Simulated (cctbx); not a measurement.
# Which space group?

Cell: a = 7.1400 Å, b = 4.4750 Å, c = 7.6980 Å, α = 90.00°, β = 90.00°, γ = 90.00°. Expected content of the cell: Pt4 La4 Mn4.

Simulated single-crystal data (cctbx): Mo Kα, λ = 0.71073 Å, to d = 0.8 Å, 80 % of the full sphere, strongest reflection 40000 counts, noise from counting, a 3 % proportional error and a noise floor of 4 counts (s.d.); no absorption, some extinction.

Tests on the unmerged data give:

```text
1607 reflections to d = 0.800 A
centring   violations  <I/sigma> of those
    A        668 of   815     18.7
    B        645 of   783     18.7
    C        659 of   790     18.3
    I        638 of   812     18.5
    R        915 of  1062     19.6
    F        986 of  1194     18.6
Laue class    unique    Rint  (classes that these axes allow; Friedel mates merged)
P -1              961   0.021
P 1 2/m 1         561   0.023
P 1 1 2/m         539   0.023
P 2/m 1 1         540   0.023
P m m m           326   0.025
space group    extra absences  I>4sigma  <I/sigma>
P 2 2 2                 0          0         -  acentric
P 2 2 21                8          0       0.1  acentric
P 21 2 2                4          0      -0.6  acentric
P 2 21 2                4          0      -0.1  acentric
P 21 21 2               8          0      -0.4  acentric
P 2 21 21              12          0       0.0  acentric
P 21 2 21              12          0      -0.1  acentric
P 21 21 21             16          0      -0.1  acentric
P m m 2                 0          0         -  acentric
P 2 m m                 0          0         -  acentric
P m 2 m                 0          0         -  acentric
P 21 m a               61          0      -0.1  acentric
P m 2 a                61          0      -0.1  acentric
P n m 21               70          0      -0.1  acentric
P n 21 m               70          0      -0.1  acentric
P n 21 a              131          0      -0.1  acentric
P m m m                 0          0         -  centric
P m m a                61          0      -0.1  centric
P n m m :1             70          0      -0.1  centric
P n m m :2             70          0      -0.1  centric
P n m a               131          0      -0.1  centric
Wilson B = 0.37 A^2   <|E^2-1|> = 0.830 (0.968 centric, 0.736 acentric)   E^2>4: 1.3 %
shell (A)         n   <I/sigma>
 7.70 - 1.60     52     32.3
 1.60 - 1.27     42     41.5
 1.27 - 1.11     40     36.9
 1.11 - 1.01     44     39.1
 1.01 - 0.94     34     41.3
 0.94 - 0.88     36     36.3
 0.88 - 0.84     44     40.2
 0.84 - 0.80     34     34.9
```

**Question.** What are the lattice type, the Laue class and the likely space group?

Every centring test has many violations, so the lattice is primitive.

Rint stays low (0.021 to 0.025) up to P m m m, the highest class in these axes.

21 settings pass the absence test. The most absences obeyed, 131, belong to P n 21 a and P n m a, which absences can't tell apart.

⟨|E²−1|⟩ = 0.830 lies between the two ideal values. The Wilson B of 0.37 Å² means U ≈ 0.0047 Å².

The true group is Pnma (no. 62), Laue class mmm, centrosymmetric. The tables only narrow the choice to the tied entries; cell content, site symmetry and trial solutions must settle it.

The model is made up (kin elements in a known structure type, no relaxation), so it says nothing on whether the phase exists.

[Logs are printed without paths, hosts, clocks, repeated set-up lines and the standing remarks that a program may print on its own settings, such as how far it seeks lower states.]
